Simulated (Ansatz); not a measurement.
## A failed many-body run on NbInO4 (P2/c)

What is wrong with this input for NbInO4 (P2/c)?

Program: Ansatz 0.2.0. Level of theory: G0W0 on r2SCAN, plane waves, PAW. Values are calculated unless marked as measured.

### 1. The structure

It takes space group P2/c (No. 13, monoclinic). Conventional cell: a = 4.835 Å, b = 5.771 Å, c = 5.144 Å, α = 90.00°, β = 91.13°, γ = 90.00°. Nearest to Nb lie 6 O at 1.88 to 2.15 Å. Nearest to In lie 6 O at 2.10 to 2.23 Å. Nearest to O lie 1 Nb at 1.88 Å and 2 In at 2.15 to 2.23 Å. Nearest to O lie 2 Nb at 1.98 to 2.15 Å and 1 In at 2.10 Å. Farther neighbours, and contacts between anions beyond the nearest, are not listed.

The cell and positions come from the Crystallography Open Database and are kept as given unless a step says otherwise. The default PAW set here is soft_2. Its files were made with PBE.

### 2. First try

File input.yaml:

```yaml
crystal:
  lattice:
    - [4.8355, 0.0, 0.0]
    - [0.0, 5.7709, 0.0]
    - [-0.1014445258, 0.0, 5.1429996119]
  atoms:
    - { symbol: Nb, position: [0.0, 0.1779, 0.25] }
    - { symbol: Nb, position: [0.0, 0.8221, 0.75] }
    - { symbol: In, position: [0.5, 0.6825, 0.25] }
    - { symbol: In, position: [0.5, 0.3175, 0.75] }
    - { symbol: O, position: [0.26, 0.618, 0.901] }
    - { symbol: O, position: [0.74, 0.618, 0.599] }
    - { symbol: O, position: [0.74, 0.382, 0.099] }
    - { symbol: O, position: [0.26, 0.382, 0.401] }
    - { symbol: O, position: [0.217, 0.898, 0.438] }
    - { symbol: O, position: [0.783, 0.898, 0.062] }
    - { symbol: O, position: [0.783, 0.102, 0.562] }
    - { symbol: O, position: [0.217, 0.102, 0.938] }
kpoints:
  mp_grid: { grid: [2, 2, 2] }
hamiltonian:
  xc: r2scan
scf:
  occupations: { method: fixed }
gw:
  n_empty_bands: 233
  ecut_chi: 10
  qp_bands: [v4, c4]
  qp_kpoints: band_edges
  screening: { model: contour_deformation }
```

Run with:

```sh
> ansatz run input.yaml --threads 24 --pin off --max-ram 82944MiB --backend cuda --events-out ev --progress --plain --runs-dir out --devices 1 --max-vram 78GiB
```

Standard output:

```text
GPUs: using 1 of 1 available (devices: 1).
Engine: ansatz 0.2.0, aarch64-unknown-linux-gnu
Pseudopotentials: kind: paw
Pseudopotential: Nb, paw, valence charge 13, recommended cutoff 500 eV (meta_gga), Nb.paw.azcp
Pseudopotential: In, paw, valence charge 13, recommended cutoff 500 eV (meta_gga), In.paw.azcp
Pseudopotential: O, paw, valence charge 6, recommended cutoff 500 eV (meta_gga), O.paw.azcp
Functional definition: r2SCAN
  parameter k0 = 0.174
  parameter k1 = 0.065
  parameter a1 = 4.9479
  exchange = r2scan_x(k0 = k0, k1 = k1, a1 = a1)
  correlation = r2scan_c
[...]
Crystal: 12 atoms, lattice volume = 143.516 Å³
Basis set: ecut = 500 eV, 3649 PW (Γ), exchange–correlation on 144×180×160 points (64 copies of the dense FFT grid, shifted against one another)
Bands: 62, of which v1, the nominal top of the filled ones, is band 50 counted from 1 (49 counted from 0)
Symmetry: 4 space group operations
Space group: P2/c (ITA 13), of the structure as read, at distance tolerance 5.2e-5 Å
k-points: 8
Non-local potential: Nb, projectors of the file, l = 0: 3, l = 1: 2, l = 2: 2, l = 3: 1
Non-local potential: In, projectors of the file, l = 0: 2, l = 1: 2, l = 2: 2, l = 3: 2
Non-local potential: O, projectors of the file, l = 0: 2, l = 1: 2, l = 2: 1
PAW form: soft (Blöchl's): semilocal exchange-correlation on the pseudo side does not see the compensation charge
PAW frozen core: Nb, regenerated for the run's functional (the file was generated under x = pbe(κ = 0.804, μ = 0.219515), c = pbe(β = 0.066725))
PAW frozen core: In, regenerated for the run's functional (the file was generated under x = pbe(κ = 0.804, μ = 0.219515), c = pbe(β = 0.066725))
PAW frozen core: O, regenerated for the run's functional (the file was generated under x = pbe(κ = 0.804, μ = 0.219515), c = pbe(β = 0.066725))
PAW one-centre angular grid: Nb, 590 points (default); XC on 160 Gauss nodes
PAW one-centre angular grid: In, 590 points (default); XC on 289 of its mesh's 2783 points in the sphere
PAW one-centre angular grid: O, 302 points (default); XC on 160 Gauss nodes
Initial density: superposition of atomic densities (neutral atoms: chi_scale 0, normalization atom), corrected by the library's trained network
Initial wavefunctions: pseudopotential atomic-orbital guess
[...]
Functional: x = r2scan, c = r2scan; τ floored in thin density (d = 2e-4 eV/Å³)
SCF iter   1: F=—  HF=-24908.787455 eV  |F-HF|=—  |Δ(HF+E_count)|=         —  Δρ=1.66e-2  dr2=5.15e-1  dr2_τ=7.21e-1  ethr=1.77e-3  ⟨swp⟩=5.0  Hψ=1685  notcnv=0  defer=76
preconditioner: auto → Resta (q_TF=auto, 2.569 Å⁻¹)  ε∞=5.0  [insulator: Δε(μ)=4.226 eV  Ē_g=14.248 eV  n_scr=38 (ndim 8)  ℏωp=28.4 eV  f_vac=0.026  ε∞_Penn≈5.0]
SCF iter   2: F=—  HF=-24908.838588 eV  |F-HF|=—  |Δ(HF+E_count)|=   5.11e-2  Δρ=7.38e-3  dr2=2.67e-2  dr2_τ=2.60e-2  ethr=5.15e-4  ⟨swp⟩=2.8  Hψ=911  notcnv=0  defer=71
SCF iter   3: F=—  HF=-24908.839579 eV  |F-HF|=—  |Δ(HF+E_count)|=   9.91e-4  Δρ=3.37e-3  dr2=8.16e-3  dr2_τ=7.50e-4  ethr=2.67e-5  ⟨swp⟩=2.0  Hψ=678  notcnv=0  defer=79
SCF iter   4: F=—  HF=-24908.839352 eV  |F-HF|=—  |Δ(HF+E_count)|=   2.28e-4  Δρ=7.01e-4  dr2=5.26e-4  dr2_τ=9.18e-5  ethr=8.16e-6  ⟨swp⟩=2.0  Hψ=657  notcnv=0  defer=80
SCF iter   5: F=—  HF=-24908.839378 eV  |F-HF|=—  |Δ(HF+E_count)|=   2.61e-5  Δρ=2.77e-4  dr2=9.95e-5  dr2_τ=1.70e-5  ethr=5.26e-7  ⟨swp⟩=2.0  Hψ=718  notcnv=0  defer=71
SCF iter   6: F=—  HF=-24908.839367 eV  |F-HF|=—  |Δ(HF+E_count)|=   1.04e-5  Δρ=8.10e-5  dr2=9.67e-6  dr2_τ=8.32e-7  ethr=9.95e-8  ⟨swp⟩=2.0  Hψ=676  notcnv=0  defer=44
SCF iter   7: F=—  HF=-24908.839368 eV  |F-HF|=—  |Δ(HF+E_count)|=   1.24e-6  Δρ=1.87e-5  dr2=5.53e-7  dr2_τ=4.92e-8  ethr=9.67e-9  ⟨swp⟩=2.0  Hψ=769  notcnv=0  defer=44
SCF iter   8: F=-24908.839368 eV  HF=-24908.839368 eV  |F-HF|=1.52e-9  |Δ(HF+E_count)|=   7.74e-8  Δρ=3.76e-6  dr2=2.98e-8  dr2_τ=2.18e-9  ethr=1.00e-10  ⟨swp⟩=9.5  Hψ=1694  notcnv=0
SCF 1 converged in 8 iterations: F = -24908.839368 eV  dr2 = 2.98e-8
[...]
SCF converged after 8 iterations
[...]
0    54     13.2444   -14.1062    -4.0984   -20.2631  0.8299    15.3662    15.3029  root
     1    47      8.2003   -26.0298     3.8384   -21.2458  0.8303     7.2436     7.2548  root
     1    48      8.2003   -26.0298     3.8384   -21.2458  0.8303     7.2436     7.2548  root
     1    49      8.3857   -26.5130     3.7754   -21.7852  0.8331     7.4224     7.4333  root
     1    50      8.3857   -26.5130     3.7754   -21.7852  0.8331     7.4224     7.4333  root
     1    51     12.5527   -13.3600    -3.7758   -18.9804  0.8402    14.4378    14.3973  root
     1    52     12.5527   -13.3600    -3.7758   -18.9804  0.8402    14.4378    14.3973  root
     1    53     13.1746   -14.0307    -4.1130   -20.1608  0.8286    15.2533    15.1917  root
     1    54     13.1746   -14.0307    -4.1130   -20.1608  0.8286    15.2533    15.1917  root
     2    47      8.0317   -26.3389     3.7413   -21.6614  0.8328     7.0849     7.0955  root
     2    48      8.0788   -26.5065     3.7639   -21.8516  0.8330     7.1782     7.1877  root
     2    49      8.2533   -25.8045     3.9047   -20.9069  0.8289     7.2477     7.2604  root
     2    50      8.5631   -26.7027     3.7788   -21.9570  0.8342     7.5852     7.5962  root
     2    51     12.4955   -13.1857    -3.9859   -19.2565  0.8364    14.6375    14.5804  root
[...]
7    50      8.2979   -26.0728     3.9371   -21.1170  0.8290     7.2659     7.2792  root
     7    51     13.1269   -13.2957    -4.1466   -19.4933  0.8316    15.2391    15.1778  root
     7    52     13.1269   -13.2957    -4.1466   -19.4933  0.8316    15.2391    15.1778  root
     7    53     13.1610   -13.9519    -4.0553   -19.9994  0.8308    15.2115    15.1532  root
     7    54     13.1610   -13.9519    -4.0553   -19.9994  0.8308    15.2115    15.1532  root
```

Elapsed: 3.5 s, on 1 × NVIDIA GB200 (shared by 2 runs) with 24 threads of Arm Neoverse V2, shared host; peak memory 1.6 GiB.

**Diagnosis.**

The run ended normally, though the input holds a fault or crude settings.

The fault: screening cutoff of 10 eV. Nearly all local fields and short-range correlation are left out.

It printed a gap of 6.80 eV, which is an artefact of the settings.

### 3. A better input

G0W0 replaces the xc potential by the self-energy, built once from these orbitals. Only a window of levels is corrected, while the sums run over the empty bands that the input names.

input.yaml: that of step 2 with these lines changed.

```diff
@@ -19,3 +19,3 @@
 kpoints:
-  mp_grid: { grid: [2, 2, 2] }
+  mp_grid: { grid: [4, 2, 4] }
 hamiltonian:
@@ -25,4 +25,4 @@
 gw:
-  n_empty_bands: 233
-  ecut_chi: 10
+  n_empty_bands: 306
+  ecut_chi: 96
   qp_bands: [v4, c4]
```

Standard output:

```text
GPUs: using 1 of 1 available (devices: 1).
[...]
Crystal: 12 atoms, lattice volume = 143.516 Å³
Basis set: ecut = 500 eV, 3649 PW (Γ), exchange–correlation on 144×180×160 points (64 copies of the dense FFT grid, shifted against one another)
Bands: 62, of which v1, the nominal top of the filled ones, is band 50 counted from 1 (49 counted from 0)
[... 1 set-up line as in the run before ...]
[...]
k-points: 20 of 32
[...]
SCF iter   1: F=—  HF=-24908.806817 eV  |F-HF|=—  |Δ(HF+E_count)|=         —  Δρ=1.64e-2  dr2=5.11e-1  dr2_τ=7.18e-1  ethr=1.77e-3  ⟨swp⟩=5.0  Hψ=4270  notcnv=0  defer=192
[...]
SCF iter   8: F=-24908.859429 eV  HF=-24908.859429 eV  |F-HF|=3.24e-9  |Δ(HF+E_count)|=   7.80e-8  Δρ=3.77e-6  dr2=2.90e-8  dr2_τ=2.19e-9  ethr=1.00e-10  ⟨swp⟩=10.0  Hψ=4192  notcnv=0
SCF 1 converged in 8 iterations: F = -24908.859429 eV  dr2 = 2.90e-8
[...]
SCF converged after 8 iterations
[...]
12    54     13.4200   -14.0103    -4.9355   -20.1329  0.7796    14.6268    14.6071  root
    13    47      7.8361   -26.2676     4.5949   -21.5128  0.7574     7.6758     7.6762  root
    13    48      7.8931   -25.7060     4.5396   -21.0001  0.7556     7.7265     7.7269  root
    13    49      8.3510   -26.2471     4.6720   -21.4727  0.7554     8.2484     8.2485  root
    13    50      8.3690   -25.9545     4.7241   -21.1255  0.7524     8.2639     8.2641  root
    13    51     12.6407   -13.4107    -5.0139   -19.4763  0.7908    13.7062    13.6924  root
    13    52     12.7787   -12.9748    -4.7546   -18.7208  0.7983    13.7813    13.7701  root
    13    53     13.3852   -14.2877    -4.9473   -20.4176  0.7770    14.5880    14.5677  root
[...]
19    51     13.1251   -13.3582    -5.0504   -19.4919  0.7869    14.2241    14.2083  root
    19    52     13.1251   -13.3582    -5.0504   -19.4919  0.7869    14.2241    14.2083  root
    19    53     13.1590   -14.0158    -4.8698   -20.0007  0.7838    14.2910    14.2741  root
    19    54     13.1590   -14.0158    -4.8698   -20.0007  0.7838    14.2910    14.2741  root
```

The job ended after 11 s (1 × NVIDIA GB200 (shared by 2 runs) with 24 threads; peak memory 2.6 GiB; 48 s of CPU time).

This step gave:

```yaml
bands_summed: 356
rpa_eps_infinity_on_this_mesh_eigenvalues: 4.447, 4.540, 4.792
plane_waves_in_the_screening_matrix: 295
q_points_in_the_mesh: 32
g0w0_gap_on_the_mesh: 4.905 eV
k_of_the_valence_top: 0.25, 0, -0.25
k_of_the_conduction_bottom: 0.25, 0, -0.5
starting_gap_on_the_mesh: 3.846 eV
z_at_the_valence_top: 0.7562
z_at_the_conduction_bottom: 0.7994
least_direct_g0w0_gap_on_the_computed_points: 5.012 eV
```

The gap on the mesh goes from 3.85 eV to 4.90 eV, a correction of +1.06 eV. Between the two edge states, bare exchange in place of the xc potential would open the gap by 10.37 eV, and correlation takes back 9.31 eV.

### 4. Outcome

```
first try  : converged after 3.5 s
better run : G0W0 gap on the mesh 4.90 eV (4×2×4 mesh, 306 empty bands, screening to 96 eV)
```

**Reading.** The second run differs in: mesh, empty bands and screening cutoff (eV). Bands and cutoff are finite, so the gap stands short of the basis limit, usually by up to a few tenths of an eV; the mesh is an error of its own. The 4×2×4 mesh is coarse for this cell (its supercell is 12 Å along the shortest edge). The RPA ε∞ on it, from the r2SCAN start, is 4.45, 4.54 and 4.79; such meshes misread the long-range screening, most where the gap is narrow. The many-body steps are scalar-relativistic: spin-orbit coupling is not in them.

[Long decimals in the printed logs are rounded to 6 places.]

[Logs are printed without paths, hosts, clocks, repeated set-up lines and the standing remarks that a program may print on its own settings, such as how far it seeks lower states.]

[Paths, hosts, dates, memory and timing lines, banners, echoed tables and standing remarks are left out of the program output; an Ansatz launch command may be rebuilt from the run's recorded settings. Measured values are a selection of at most five: reports struck by readers or far from the other reports are left out. None is set beside runs whose start may be inverted or whose files or cutoffs have a known fault.]

[Runs of the session that timed out or met a known fault of the program may be left out.]

[Cells called generated may have been cut or substituted from an entry of the Crystallography Open Database or the Materials Project.]

[Hosts, paths, dates, database ids (printed as entryN), source tags and the programs' standing remarks are cut or masked in the printed files.]

[Where the starting crystal was built by hand or by swapping elements, it need not be the compound's stable phase.]
